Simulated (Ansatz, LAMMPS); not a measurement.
# Electronic structure of Ni59Al41 (at. %) with crystalline order left by the classical run (68 atoms), part 2 of 2

Aim: energy, forces and density of states of Ni59Al41 (at. %) with crystalline order left by the classical run (68 atoms) at a fixed geometry.

Ansatz 0.2.0; Kohn-Sham DFT, LDA, PAW (set soft_2), plane waves.

The cell: 40 Ni and 28 Al. The quench rate of 300 K/ps is orders of magnitude faster than experiment. The starting topology of bonds comes from the classical model.

So far: The starting structure; How the cell was made; Plane-wave single point.

## (3) Plane-wave single point (continued)

Neighbours are counted within 3.27 Å (Ni-Ni), 3.27 Å (Ni-Al), 3.27 Å (Al-Al).

Length of the force by element and coordination:

| element | coordination | atoms | mean length of the force (eV/Å) | spread | least | most |
| --- | --- | --- | --- | --- | --- | --- |
| Al | all | 28 | 0.985 | 0.326 | 0.391 | 1.73 |
| Al | 11 | 1 | 0.897 | 0 | 0.897 | 0.897 |
| Al | 12 | 10 | 1.04 | 0.370 | 0.391 | 1.53 |
| Al | 13 | 13 | 0.983 | 0.319 | 0.510 | 1.73 |
| Al | 14 | 4 | 0.885 | 0.231 | 0.540 | 1.12 |
| Ni | all | 40 | 0.726 | 0.354 | 0.114 | 1.66 |
| Ni | 11 | 1 | 1.66 | 0 | 1.66 | 1.66 |
| Ni | 12 | 22 | 0.705 | 0.341 | 0.223 | 1.32 |
| Ni | 13 | 15 | 0.753 | 0.270 | 0.420 | 1.32 |
| Ni | 14 | 2 | 0.281 | 0.166 | 0.114 | 0.447 |

Density of states as counts of states in windows of 1 eV (from the Fermi level), total and the larger projections:

```
from (eV)  to (eV)  total up  total down   Ni d  Al p  Ni s  Al s
      -18      -11       0.0         0.0    0.0   0.0   0.0   0.0
      -11      -10       0.6         0.6    0.0   0.2   0.5   0.6
      -10       -9       2.7         2.7    0.0   1.4   1.7   2.2
       -9       -8       4.8         4.8    0.2   3.5   2.2   3.6
       -8       -7       4.2         4.2    0.4   3.5   1.8   2.7
       -7       -6       8.0         8.0    1.4   6.7   3.1   4.5
       -6       -5       8.5         8.5    3.2   6.8   3.0   3.8
       -5       -4      12.8        12.8    9.8   8.3   3.8   3.4
       -4       -3      30.5        30.5   41.7  11.5   4.7   2.2
       -3       -2      60.3        60.3  103.2  11.1   2.4   1.3
       -2       -1      63.1        63.1  115.6   6.1   1.4   1.0
       -1        0      47.7        47.7   84.7   6.2   1.7   1.5
        0        1      13.7        13.7   15.0   7.1   2.0   2.0
        1        2      10.7        10.7    6.2   8.3   2.2   2.6
        2        3      12.3        12.3    5.0   8.3   4.2   4.1
        3        4      11.0        11.0    3.2   7.3   4.3   3.4
        4        5      12.3        12.3    2.5   8.9   4.3   3.3
```

The curve was stored every 0.10 eV, coarse against its broadening of 0.08 eV, so these counts are rough.

The stored curve holds about 486 of the 804 electrons; the rest, give or take the few that broadening carries across the Fermi level, lie in deeper levels below its range.

The levels nearest the highest filled one (over half full), pooled over k-points and spins:

| level less the highest filled one (eV) | occupation |
| --- | --- |
| -0.0023 | 0.517 |
| -0.0023 | 0.517 |
| -9.0e-4 | 0.509 |
| -9.0e-4 | 0.509 |
| 0 | 0.504 |
| 0 | 0.504 |
| 0.0088 | 0.455 |
| 0.0088 | 0.455 |
| 0.0109 | 0.443 |
| 0.0109 | 0.443 |
| 0.0156 | 0.417 |
| 0.0156 | 0.417 |

Valence density in the ac plane at fractional y = 0.313, with atoms of Ni and Al within 0.2 Å of it. It is the smooth field of the valence electrons, not physical close to the nuclei.

Ten steps, logarithmic in the rise over the least value, from '_' (0 e/Å³) to '@' (44 e/Å³), each cell a mean:
```
______________________________________________________
__________________________::----....__________________
________________..______::++%%##==..__________________
____________..--==::....::##@@@@++..__________________
__________..==##@@**::....==##**--..__________________
__....____..==%%@@##--..__..::::..____________________
::----::....::++**==..________________________________
--****--..____..............________________________..
--++++--..____________..::::..______________________..
..::::..______________..::::..______________________..
______________________........________________________
______________________________________________________
______________________________________________________
__________________......______________________________
________________..--++==::..__________________________
________________..++%%%%++..__________________________
______________....++%%##==..__________________..______
________________..::==--::____________________..______
____________________....________________________....__
..______________________________..____________..::--::
::..__________________________________________..==**++
--..__________________________________________::++##**
..____________________________________________..::==--
________________________________________________......
```
Columns run along a (9.5 Å), rows up along c (9.5 Å). Atoms in or near the plane, at fractional coordinates: Ni at (0.39, 0.33), Ni at (0.30, 0.77), Ni at (0.54, 0.85), Al at (0.73, 0.99), Al at (0.62, 0.41), Al at (0.86, 0.53), Al at (0.17, 0.22).

Electrostatic potential energy in the ac plane at fractional y = 0.313, with atoms of Ni and Al within 0.2 Å of it. With pseudopotentials it is smooth inside the atoms' cores, unlike the true potential.

Values in eV, 13 rows by 16 columns, each cell a mean:
```
 13   9  10  14  15  14  14  12   3   6   2   0  -2   7  15  15
 12  10  12  12   4   5  13  -7 -39 -31   6   8   8  12  14  14
 14  14  14   0 -38 -36   3   0 -29 -19  11  15  13  12  14  15
 -6 -15   8   6 -25 -23   8  13  12  14  15  15  14  13  15  13
-20 -32   2  14  13  13  11   0   7  14  15  15  12   7   9  10
  9   6   9   7  11  14  11   1   7  13  14  14   2   0  -2   6
 15  14   8   0   6  13  15  14  11   2   0   6   2  -1  -2   7
 15  14  12  10  12   4  -7   6   5   0   4  -1  11   9   9  14
 15  12   8   8  10 -24 -41 -20   9   1   0   8  14  13  13  14
 14   3  -1  -2   5  -2 -18   1  14  13  13  15  14  12  13  14
  8   3  -1  -2   6  13  13  14  14  12  13  15  15  14   0  -8
 -3  12   9   9  12  11  10  12  14  14  12   9  10  10 -25 -38
 10  14  14  14  13   9   9  12  15  14   3   0  -2   6   3  -3
```
Columns run along a (9.5 Å; values clipped at the 3rd and 97th percentile), rows up along c (9.5 Å). Atoms in or near the plane, at fractional coordinates: Ni at (0.39, 0.33), Ni at (0.30, 0.77), Ni at (0.54, 0.85), Al at (0.73, 0.99), Al at (0.62, 0.41), Al at (0.86, 0.53), Al at (0.17, 0.22).

Within 0.4 eV of the Fermi level the largest share is Ni d (74 % of the projected weight).

## (4) Distances and neighbours

Bonds and neighbours are counted at the geometry of the runs.

Density 6.02 g/cm³, 12.59 Å³ an atom.

g(r), total and by pair (bins of 0.2 Å):

```csv
r (Å),total,Ni-Ni,Ni-Al,Al-Al
2.10,0.03,0.09,0.00,0.00
2.30,0.93,0.69,1.42,0.00
2.50,3.93,4.21,4.62,1.37
2.70,2.54,2.38,2.40,3.24
2.90,1.12,0.86,0.95,2.07
3.10,0.44,0.40,0.28,0.99
3.30,0.31,0.35,0.31,0.25
3.50,0.44,0.59,0.37,0.36
3.70,0.49,0.52,0.37,0.76
3.90,0.63,0.67,0.60,0.62
4.10,0.85,0.86,0.80,0.99
4.30,1.16,0.97,1.31,1.08
4.50,1.58,1.48,1.71,1.42
```

Neighbours by pair of elements; one cutoff, the widest of the pairs' first minima of g(r), serves all pairs of this metal:

```
pair A-B  cutoff (Å)  bonds  mean length (Å)  spread (Å)  shortest (Å)  B about A  A about B
   Ni-Ni        3.27    140             2.64       0.207          2.20          7          7
   Ni-Al        3.27    218             2.62       0.205          2.25       5.45       7.79
   Al-Al        3.27     69             2.80       0.196          2.45       4.93       4.93
```

How many atoms have how many bonded neighbours:

```
element  mean  11  12  13  14
     Al  12.7   1  10  13   4
     Ni  12.4   1  22  15   2
```

Bond length by coordination (bonds to H left out):

```
element  coordination  atoms  mean bond length (Å)
     Al            11      1                  2.63
     Al            12     10                  2.64
     Al            13     13                  2.71
     Al            14      4                  2.75
     Ni            11      1                  2.53
     Ni            12     22                  2.61
     Ni            13     15                  2.65
     Ni            14      2                  2.69
```

For some of the pairs, g(r) has its first main peak near 2.5 Å (Ni-Ni), 2.5 Å (Ni-Al) and 2.7 Å (Al-Al). Counting bonds as in the table, 46 % of Al atoms have 13 and 55 % of Ni atoms have 12 bonded neighbours.

A closer look about Ni32, which has 14 bonded neighbours where the commonest count for Ni is 12: 15 atoms, nearest first, numbered in the order of the input, with positions taken from that point.

```csv
atom,x,y,z,distance (Å),bonds,Fx,Fy,Fz (eV/Å)
Ni32,0.00,0.00,0.00,0.00,14,0.01,-0.08,0.08
Ni39,-1.04,-2.30,-0.15,2.53,13,-0.56,0.03,-0.14
Al53,0.49,-0.89,2.32,2.53,13,-1.71,-0.20,-0.16
Ni20,0.60,1.12,-2.20,2.55,12,0.15,-0.11,0.28
Al55,-2.33,0.06,-1.06,2.56,13,-0.62,0.05,0.14
Al60,-1.04,2.30,-0.53,2.58,14,0.95,-0.37,0.30
Ni5,-0.48,1.45,2.09,2.59,12,-0.46,-0.32,0.14
Al45,2.39,-0.07,1.00,2.59,12,-0.04,-0.23,-0.31
Ni4,1.29,2.21,0.53,2.61,13,0.42,-0.19,-0.14
Ni29,1.72,-1.24,-1.63,2.68,12,0.19,-0.06,-0.33
Al57,-0.51,-1.21,-2.41,2.74,13,-0.46,0.99,-0.27
Ni40,-1.78,-1.06,1.84,2.77,13,0.43,0.29,0.99
Ni35,1.29,-2.42,0.43,2.78,13,0.61,0.26,0.62
Ni30,-2.68,1.22,1.16,3.16,13,0.30,0.29,0.27
Al47,2.79,0.98,-1.27,3.22,13,0.03,0.28,-0.83
```

The column of bonds counts only the pairs Ni-Ni within 3.27 Å, Ni-Al within 3.27 Å, Al-Al within 3.27 Å; other neighbours, such as metal atoms beside each other in a compound, aren't counted, and periodic images can show an atom twice.

## (5) What came out

```yaml
free_energy_per_atom: -3607.5752 eV/atom
pressure: -11.88 GPa
r_m_s_force_component: 0.5249 eV/Å
wall_time_of_the_1_dft_run: 4.3 min
```

96 levels are partly filled, by over 2 % (on the run's k-points), as in a metal. Counting bonds as in the table, 46 % of Al atoms have 13 and 55 % of Ni atoms have 12 bonded neighbours.

**Limits.** In the spin-polarised runs the search for a state of lower energy was switched off. The force components of 0.52 eV/Å r.m.s. reflect the temperature of the frame as well as the gap between the generating potential and DFT. The run was spin polarised, started with 40 parallel moments, ending at 0.0 μB in the cell; the starting moments vanished. The stress is far from hydrostatic: its diagonal is -8.7, -16.0, -10.9 GPa, compression counted positive. The classical run held zero pressure, yet DFT finds -12 GPa in this frame, which points to a density or bond lengths far off those of this functional.

[Logs are printed without paths, hosts, clocks, repeated set-up lines and the standing remarks that a program may print on its own settings, such as how far it seeks lower states.]

[Hosts, paths, dates, database ids (printed as entryN), source tags and the programs' standing remarks are cut or masked in the printed files.]
